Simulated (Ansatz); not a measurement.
**W wire of staggered 5-rings: bands by functional and under strain**

What gap, if any, does the W wire of staggered 5-rings have, and how does it change with the functional and under strain?

Calculated with Ansatz 0.2.0; DFT PBE, plane waves, PAW; relaxation of a wire's period, in the first sound run; inputs show where later runs differ.

This is a report of a sequence of runs, with most program output left out.

## Step 1: The starting structure

The cell holds 10 atoms: 10 W. Its edges and angles: a = 11.377 Å, b = 11.153 Å, c = 4.502 Å, α = 90.0°, β = 90.0°, γ = 90.0°. Vacuum lies along a and b. The structure's axis is c.

## Step 2: Relaxing the period

Band widths follow the bond lengths, so the wire is relaxed first. The atoms and the third cell vector are free; the box across stays fixed as vacuum. Moments are seeded so that a magnetic state can form if it lies lower. A Fermi-Dirac smearing is set since the result may be a metal. The pressure printed is a third of the stress's trace over the whole box, vacuum included; only the stress along the axis is relaxed.

input.yaml

```yaml
crystal:
  lattice:
    - [11.377, 0.0, 0.0]
    - [0.0, 11.153, 0.0]
    - [0.0, 0.0, 4.5022928692]
  atoms:
    - { symbol: W, position: [0.33726651, 0.620619757, 0.0], spin: 1.6 }
    - { symbol: W, position: [0.33726651, 0.379393672, 0.0], spin: 1.6 }
    - { symbol: W, position: [0.562169142, 0.695162716, 0.0], spin: 1.6 }
    - { symbol: W, position: [0.562169142, 0.304850713, 0.0], spin: 1.6 }
    - { symbol: W, position: [0.701166612, 0.500006715, 0.0], spin: 1.6 }
    - { symbol: W, position: [0.298848554, 0.500006715, 0.5], spin: 1.6 }
    - { symbol: W, position: [0.437846025, 0.695162716, 0.5], spin: 1.6 }
    - { symbol: W, position: [0.437846025, 0.304850713, 0.5], spin: 1.6 }
    - { symbol: W, position: [0.662748656, 0.620619757, 0.5], spin: 1.6 }
    - { symbol: W, position: [0.662748656, 0.379393672, 0.5], spin: 1.6 }
magnetization:
  spin_polarized: true
kpoints:
  mp_grid: { grid: [1, 1, 18] }
scf:
  occupations: { method: fermi_dirac, width: 0.05 }
hamiltonian:
  xc: pbe
relax:
  cell: { fix: [a, b, alpha, beta, gamma] }
  max_steps: 60
```

On the command line:

```
$ ansatz run input.yaml --threads 8 --pin off --max-ram 16384MiB --backend cpu --events-out ev --progress --plain --runs-dir out
```

Elapsed: 3.5 min, on 8 threads of Arm Neoverse V2, shared host; peak memory 2.6 GiB.

Step by step:

| step | energy less that of the first step (eV) | largest force component (eV/Å) | pressure (GPa) | volume (Å³) |
| --- | --- | --- | --- | --- |
| 1 | 0.0000 | 0.7411 | -2.07 | 571.29 |
| 2 | 0.8550 | 1.9279 | 6.19 | 571.46 |
| 3 | -0.2057 | 0.2049 | -0.29 | 573.35 |
| 4 | -0.2294 | 0.0708 | 0.22 | 576.75 |
| 5 | -0.2340 | 0.0584 | 0.07 | 578.34 |
| 6 | -0.2361 | 0.0250 | -0.13 | 579.21 |
| 7 | -0.2367 | 0.0179 | -0.13 | 578.84 |
| 8 | -0.2375 | 0.0148 | -0.07 | 577.46 |
| 9 | -0.2377 | 0.0100 | -0.07 | 577.26 |
| 10 | -0.2377 | 0.0012 | -0.07 | 577.38 |
| 11* | -0.2384 | 0.0011 | -0.07 | 577.38 |

Relaxation steps marked * repeat the geometry before them on a plane-wave basis chosen anew for their cell, so energy and pressure can jump there. Relaxation step 2 was tried and not accepted.

The run keeps the 8 symmetry operations that it works with, so distortions that break them were not tested.

| cell as run | before | after | change |
| --- | --- | --- | --- |
| c (Å) | 4.502 | 4.550 | +1.1 % |

The atoms that moved most (Å, along periodic axes as changes of fractional coordinates times the final cell, across vacuum about the mean position):

| atom | dx | dy | dz | length |
| --- | --- | --- | --- | --- |
| W6 | 0.156 | 0.000 | 0.000 | 0.156 |
| W5 | -0.156 | 0.000 | 0.000 | 0.156 |
| W4 | -0.048 | 0.050 | 0.000 | 0.069 |
| W3 | -0.048 | -0.050 | 0.000 | 0.069 |
| W8 | 0.048 | 0.050 | 0.000 | 0.069 |
| W7 | 0.048 | -0.050 | 0.000 | 0.069 |
| W2 | 0.019 | 0.023 | 0.000 | 0.030 |
| W1 | 0.019 | -0.023 | 0.000 | 0.030 |

Numbers from this step:

| Property | Result |
| --- | --- |
| energy at zero smearing | -103823.0504 eV |
| cell length along the wire | 4.550 Å |

The cell's length comes to 4.550 Å with no moment.

## Step 3: The perfect wire

This step: DFT PBE, plane waves, PAW; channels and complex bands of a perfect wire (Ansatz 0.2.0).

At the relaxed period the Bloch states of the perfect wire are found at each energy: those that move forward count the open channels, and those that decay describe how a disturbance dies away inside the wire itself. An energy step of 0.035 eV is under the 0.039 eV that the program asks for its thermal average at 300 K.

input.yaml

```yaml
crystal:
  lattice:
    - [11.377, 0.0, 0.0]
    - [0.0, 11.153, 0.0]
    - [0.0, 0.0, 4.5502910454]
  atoms:
    - { symbol: W, position: [0.338918368, 0.618542761, 0.0] }
    - { symbol: W, position: [0.338918368, 0.381470668, 0.0] }
    - { symbol: W, position: [0.557966066, 0.690697068, 0.0] }
    - { symbol: W, position: [0.557966066, 0.309316362, 0.0] }
    - { symbol: W, position: [0.687415275, 0.500006715, 0.0] }
    - { symbol: W, position: [0.312599891, 0.500006715, 0.5] }
    - { symbol: W, position: [0.4420491, 0.690697068, 0.5] }
    - { symbol: W, position: [0.4420491, 0.309316362, 0.5] }
    - { symbol: W, position: [0.661096798, 0.618542761, 0.5] }
    - { symbol: W, position: [0.661096798, 0.381470668, 0.5] }
kpoints:
  mp_grid: { grid: [1, 1, 18] }
  band_path: { path: ["Γ", Z], npoints: 50 }
scf:
  occupations: { method: fermi_dirac, width: 0.05 }
hamiltonian:
  xc: pbe
output:
  transmission:
    e_range: [-2, 2]
    de: 0.035
    kmesh: [1, 1]
    reduced_basis: true
    leads: [[0, 0]]
  dos: { e_range: [-5, 4] }
  write_potential: true
  write_density: true
  volumetric_format: npy
  elf: true
```

The job ended after 11 min (8 threads; peak memory 4.3 GiB).

Numbers from this step:

| Item | Value |
| --- | --- |
| energy at zero smearing | -103823.0506 eV |
| channels at the energy nearest the Fermi level, one spin | 9 |
| conductance of the lead as this run defines it | 8.966 G₀ |
| band gap | 0 eV |

Open channels of the lead, one spin against energy, zero at the Fermi level:

| energy (eV) | open channels of the lead, one spin |
| --- | --- |
| -2.000 | 8 |
| -1.790 | 4 |
| -1.615 | 2 |
| -1.405 | 6 |
| -1.195 | 8 |
| -0.985 | 7 |
| -0.810 | 6 |
| -0.600 | 7 |
| -0.390 | 7 |
| -0.215 | 9 |
| -0.005 | 9 |
| 0.205 | 9 |
| 0.415 | 9 |
| 0.590 | 7 |
| 0.800 | 5 |
| 1.010 | 9 |
| 1.185 | 11 |
| 1.395 | 7 |
| 1.605 | 4 |
| 1.815 | 3 |

The slowest values at each energy, most degenerate partners merged, listed up to 1.5 1/Å. The Im kz of the slowest decaying states by energy, zero at the Fermi level:

| energy (eV) | decay 1 (Å⁻¹) | decay 2 (Å⁻¹) | decay 3 (Å⁻¹) | decay 4 (Å⁻¹) |
| --- | --- | --- | --- | --- |
| -2.000 | 0.190 | 0.208 | 0.235 | 0.309 |
| -1.790 | 0.0493 | 0.0742 | 0.140 | 0.152 |
| -1.615 | 0.0296 | 0.104 | 0.125 | 0.176 |
| -1.405 | 0.0339 | 0.111 | 0.127 | 0.191 |
| -1.195 | 0.0626 | 0.173 | 0.181 | 0.200 |
| -0.985 | 0.0461 | 0.0529 | 0.0529 | 0.182 |
| -0.810 | 0.0217 | 0.0600 | 0.0983 | 0.131 |
| -0.600 | 0.0471 | 0.0666 | 0.132 | 0.222 |
| -0.390 | 0.00279 | 0.0843 | 0.137 | 0.208 |
| -0.215 | 0.122 | 0.130 | 0.152 | 0.191 |
| -0.005 | 0.0512 | 0.104 | 0.110 | 0.137 |
| 0.205 | 0.0541 | 0.0870 | 0.177 | 0.222 |
| 0.415 | 0.127 | 0.137 | 0.176 | 0.198 |
| 0.590 | 0.140 | 0.162 | 0.174 | 0.202 |
| 0.800 | 0.0209 | 0.0389 | 0.153 | 0.158 |
| 1.010 | 0.117 | 0.127 | 0.242 | 0.249 |
| 1.185 | 0.0300 | 0.242 | 0.245 | 0.292 |
| 1.395 | 0.0606 | 0.0762 | 0.137 | 0.174 |
| 1.605 | 0.123 | 0.128 | 0.184 | 0.193 |
| 1.815 | 0.0751 | 0.109 | 0.129 | 0.143 |

The electronic bands at the labelled points (eV, zero at the Fermi level):

| point | band 68 | band 69 | band 70 | band 71 | band 72 | band 73 | band 74 | band 75 |
| --- | --- | --- | --- | --- | --- | --- | --- | --- |
| Γ | -0.68 | -0.68 | -0.52 | -0.44 | 0.04 | 0.04 | 0.06 | 0.12 |
| halfway | -0.29 | -0.28 | -0.21 | -0.05 | -0.04 | -0.02 | 0.29 | 0.38 |
| Z | 0.04 | 0.17 | 0.17 | 0.28 | 0.28 | 0.39 | 0.39 | 0.47 |

Electrostatic potential energy in the ca plane at fractional y = 0.309, with atoms of W within 0.2 Å of it. With pseudopotentials it is smooth inside the atoms' cores, unlike the true potential.

Ten even steps from '0' (-56 eV) to '9' (8 eV), each cell a mean:
```
99999999999999
99999999999999
99999999999999
99999999999999
99999999999999
99999988999999
99999877789999
99998754578999
56788755678875
01478877888630
00378888888510
12588644578741
67886200047887
88986100037888
67887522368887
45788877889865
56899999999876
88899999999988
99999999999999
99999999999999
99999999999999
99999999999999
99999999999999
99999999999999
```
Columns run along c (4.6 Å; values clipped at the 3rd and 97th percentile), rows up along a (11.4 Å). Atoms in or near the plane, at fractional coordinates: W at (0.00, 0.56), W at (0.50, 0.44).

ELF in the ca plane at fractional y = 0.309, with atoms of W within 0.2 Å of it. It is the smooth field of the valence electrons, not physical close to the nuclei.

Ten even steps from '0' (0.00) to '9' (0.66), each cell a mean:
```
00000000000000
00000000000000
00000000000000
22221110111222
44432111122344
66642111123566
67753234323676
34654478634654
55455456545545
89746543465589
28846654575596
89645566655479
45555986974554
45755963984665
44554799855544
76455433356457
65346655675335
22236777775222
11234565654211
11123333332211
00011111111100
00000000000000
00000000000000
00000000000000
```
Columns run along c (4.6 Å), rows up along a (11.4 Å). Atoms in or near the plane, at fractional coordinates: W at (0.00, 0.56), W at (0.50, 0.44).

Valence density in the ca plane at fractional y = 0.309, with atoms of W within 0.2 Å of it. It is the smooth field of the valence electrons, not physical close to the nuclei.

Ten even steps from '0' (0.0 e/Å³) to '9' (5.1 e/Å³), each cell a mean:
```
00000000000000
00000000000000
00000000000000
00000000000000
00000000000000
00000000000000
00000001000000
00000122100000
21000122110012
97310011000148
99510000000279
76211133211137
11101599831011
00002699941000
11001256420001
32100001000012
21000000000001
00000000000000
00000000000000
00000000000000
00000000000000
00000000000000
00000000000000
00000000000000
```
Columns run along c (4.6 Å), rows up along a (11.4 Å). Atoms in or near the plane, at fractional coordinates: W at (0.00, 0.56), W at (0.50, 0.44).

By hand: the program gives 5.4748 × 10^14 S/m² over the cell's cross-section of 126.89 Å² = 1.269 × 10^-18 m², so one cell conducts 6.947 × 10^-4 S. Divided by G0 = 2e²/h = 7.748 × 10^-5 S this is 8.97 G0, a resistance of 1.44 kΩ.

At the computed energy nearest the Fermi level there are 9 channels a spin, and the thermal average gives 8.97 G₀.

## Step 4: Another level of theory, level LDA, cutoff 420 eV

This step: DFT LDA, plane waves, PAW; bands of a perfect wire at the PBE geometry (Ansatz 0.2.0).

The atoms stay at the PBE geometry and the functional changes. At fixed atoms LDA and the gradient-corrected functionals usually give like bands; this run checks that. Against the first PBE run of this kind, the mesh along the wire has 14 points against 18.

input.yaml, as its differences from that of step 3:

```diff
@@ -17,3 +17,3 @@
 kpoints:
-  mp_grid: { grid: [1, 1, 18] }
+  mp_grid: { grid: [1, 1, 14] }
   band_path: { path: ["Γ", Z], npoints: 50 }
@@ -22,14 +22,2 @@
 hamiltonian:
-  xc: pbe
-output:
-  transmission:
-    e_range: [-2, 2]
-    de: 0.035
-    kmesh: [1, 1]
-    reduced_basis: true
-    leads: [[0, 0]]
-  dos: { e_range: [-5, 4] }
-  write_potential: true
-  write_density: true
-  volumetric_format: npy
-  elf: true
+  xc: lda
```

Wall time 13 s (8 threads); peak memory 2.5 GiB.

Numbers from this step:

| Item | Value |
| --- | --- |
| energy at zero smearing | -101270.8107 eV |

Electronic bands along the path, in eV, zero at the Fermi level:

| point | band 68 | band 69 | band 70 | band 71 | band 72 | band 73 | band 74 | band 75 |
| --- | --- | --- | --- | --- | --- | --- | --- | --- |
| Γ | -0.71 | -0.70 | -0.51 | -0.47 | 0.02 | 0.04 | 0.05 | 0.09 |
| halfway | -0.29 | -0.28 | -0.21 | -0.08 | -0.05 | -0.05 | 0.27 | 0.36 |
| Z | 0.05 | 0.18 | 0.18 | 0.25 | 0.25 | 0.35 | 0.35 | 0.43 |

Bands cross the Fermi level, as under PBE at the relaxed period.

## Step 5: Another level of theory, level PBEsol, cutoff 420 eV

This step: DFT PBEsol, plane waves, PAW; bands of a perfect wire at the PBE geometry (Ansatz 0.2.0).

input.yaml, as its differences from that of step 4:

```diff
@@ -22,2 +22,2 @@
 hamiltonian:
-  xc: lda
+  xc: pbesol
```

The job ended after 14 s (8 threads; peak memory 2.5 GiB).

Bands cross the Fermi level, as under PBE at the relaxed period.

## Step 6: Another level of theory, level r2SCAN, cutoff 500 eV

This step: DFT r2SCAN, plane waves, PAW; bands of a perfect wire at the PBE geometry (Ansatz 0.2.0).

The atoms stay at the PBE geometry and the functional changes. r2SCAN also reads the kinetic-energy density; it often gives larger moments and wider gaps than PBE, at a higher cost. Against the first PBE run of this kind, the cutoff is 500 eV against 420 and the mesh along the wire has 14 points against 18.

input.yaml, as its differences from that of step 5:

```diff
@@ -22,2 +22,2 @@
 hamiltonian:
-  xc: pbesol
+  xc: r2scan
```

Wall time 28 s (8 threads); peak memory 3.9 GiB; 3.6 min of CPU time.

Electronic bands along the path, in eV, zero at the Fermi level:

| point | band 68 | band 69 | band 70 | band 71 | band 72 | band 73 | band 74 | band 75 |
| --- | --- | --- | --- | --- | --- | --- | --- | --- |
| Γ | -0.67 | -0.67 | -0.55 | -0.41 | 0.03 | 0.03 | 0.16 | 0.21 |
| halfway | -0.35 | -0.34 | -0.22 | -0.06 | 0.05 | 0.08 | 0.35 | 0.43 |
| Z | 0.02 | 0.17 | 0.17 | 0.38 | 0.38 | 0.53 | 0.53 | 0.60 |

Bands cross the Fermi level, as under PBE at the relaxed period.

## Step 7: With spin-orbit coupling

This step: DFT PBE, plane waves, fully relativistic PAW; bands of a perfect wire with spin-orbit coupling (Ansatz 0.2.0).

Spin-orbit coupling mixes the spins and splits bands that cross or touch without it, so it can open or close channels. Fully relativistic datasets take the place of the scalar ones. Against the first PBE run of this kind, the mesh along the wire has 11 points against 18.

input.yaml, as its differences from that of step 6:

```diff
@@ -17,3 +17,3 @@
 kpoints:
-  mp_grid: { grid: [1, 1, 14] }
+  mp_grid: { grid: [1, 1, 11] }
   band_path: { path: ["Γ", Z], npoints: 50 }
@@ -22,2 +22,6 @@
 hamiltonian:
-  xc: r2scan
+  xc: pbe
+  pseudopotentials: { kind: paw_fr }
+magnetization:
+  noncollinear: true
+  spin_orbit: true
```

Elapsed: 4.3 min, on 8 threads; peak memory 10 GiB.

This step gave:

- energy at zero smearing: -104069.4736 eV

The electronic bands at the labelled points (eV, zero at the Fermi level):

| point | band 137 | band 138 | band 139 | band 140 | band 141 | band 142 | band 143 | band 144 |
| --- | --- | --- | --- | --- | --- | --- | --- | --- |
| Γ | -0.52 | -0.52 | -0.43 | -0.43 | -0.36 | -0.36 | 0.01 | 0.01 |
| halfway | -0.32 | -0.32 | -0.30 | -0.30 | -0.05 | -0.05 | 0.01 | 0.01 |
| Z | 0.17 | 0.17 | 0.17 | 0.17 | 0.23 | 0.23 | 0.23 | 0.23 |

Bands cross the Fermi level, as under PBE at the relaxed period, with no moment.

## Step 8: Strain along the wire, period over the relaxed period 1.03, k-mesh 1×1×13

This step: DFT PBE, plane waves, PAW; relaxation at a fixed period (Ansatz 0.2.0).

The period is set to 1.03 times the relaxed one and the atoms relax within it: strain changes bond lengths and angles, which shifts the bands against each other. Against the first PBE run of this kind, the mesh along the wire has 13 points against 18.

The cell differs from the one that the last finished run ended in (c 4.550 → 4.687 Å).

input.yaml

```yaml
crystal:
  lattice:
    - [11.377, 0.0, 0.0]
    - [0.0, 11.153, 0.0]
    - [0.0, 0.0, 4.6867997768]
  atoms:
    - { symbol: W, position: [0.338918368, 0.618542761, 0.0], spin: 1.6 }
    - { symbol: W, position: [0.338918368, 0.381470668, 0.0], spin: 1.6 }
    - { symbol: W, position: [0.557966066, 0.690697068, 0.0], spin: 1.6 }
    - { symbol: W, position: [0.557966066, 0.309316362, 0.0], spin: 1.6 }
    - { symbol: W, position: [0.687415275, 0.500006715, 0.0], spin: 1.6 }
    - { symbol: W, position: [0.312599891, 0.500006715, 0.5], spin: 1.6 }
    - { symbol: W, position: [0.4420491, 0.690697068, 0.5], spin: 1.6 }
    - { symbol: W, position: [0.4420491, 0.309316362, 0.5], spin: 1.6 }
    - { symbol: W, position: [0.661096798, 0.618542761, 0.5], spin: 1.6 }
    - { symbol: W, position: [0.661096798, 0.381470668, 0.5], spin: 1.6 }
magnetization:
  spin_polarized: true
kpoints:
  mp_grid: { grid: [1, 1, 13] }
  band_path: { path: ["Γ", Z], npoints: 50 }
scf:
  occupations: { method: fermi_dirac, width: 0.05 }
hamiltonian:
  xc: pbe
relax:
  max_steps: 40
  f_tol: 0.02
output:
  stress: true
```

It took 97 s on 8 threads; peak memory 3.7 GiB.

Step by step:

| step | energy less that of the first step (eV) | largest force component (eV/Å) |
| --- | --- | --- |
| 1 | 0.0000 | 0.4579 |
| 2 | 0.1210 | 0.7699 |
| 3 | -0.0872 | 0.0777 |
| 4 | -0.0870 | 0.0523 |
| 5 | -0.0896 | 0.0155 |

Relaxation steps 2, 4 were tried and not accepted.

Forces are held to the 8 operations that the run works with; a distortion that breaks them can't arise in this run.

The atoms that moved most (Å):

| atom | dx | dy | dz | length |
| --- | --- | --- | --- | --- |
| W10 | -0.046 | 0.031 | 0.000 | 0.056 |
| W2 | 0.046 | 0.031 | 0.000 | 0.056 |
| W9 | -0.046 | -0.031 | 0.000 | 0.056 |
| W1 | 0.046 | -0.031 | 0.000 | 0.056 |
| W3 | 0.003 | -0.044 | 0.000 | 0.044 |
| W7 | -0.003 | -0.044 | 0.000 | 0.044 |
| W4 | 0.003 | 0.044 | 0.000 | 0.044 |
| W8 | -0.003 | 0.044 | 0.000 | 0.044 |

Final coordinates:

```xyz
10
Lattice="11.3770 0.0000 0.0000 0.0000 11.1530 0.0000 0.0000 0.0000 4.6868" Properties=species:S:1:pos:R:3
W     3.9023    6.8673    0.0000
W     3.9023    4.2858    0.0000
W     6.3507    7.6592    0.0000
W     6.3507    3.4939    0.0000
W     7.8486    5.5766    0.0000
W     3.5286    5.5766    2.3434
W     5.0264    7.6592    2.3434
W     5.0264    3.4939    2.3434
W     7.4749    6.8673    2.3434
W     7.4749    4.2858    2.3434
```

Numbers from this step:

```yaml
energy_at_zero_smearing: -103822.9431 eV
total_moment: 0 μB
absolute_moment: 0 μB
```

Bands cross the Fermi level, as under PBE at the relaxed period, with no moment.

(Part 1 of 2 ends here.)

[Logs are printed without paths, hosts, clocks, repeated set-up lines and the standing remarks that a program may print on its own settings, such as how far it seeks lower states.]

[Hosts, paths, dates, database ids (printed as entryN), source tags and the programs' standing remarks are cut or masked in the printed files.]
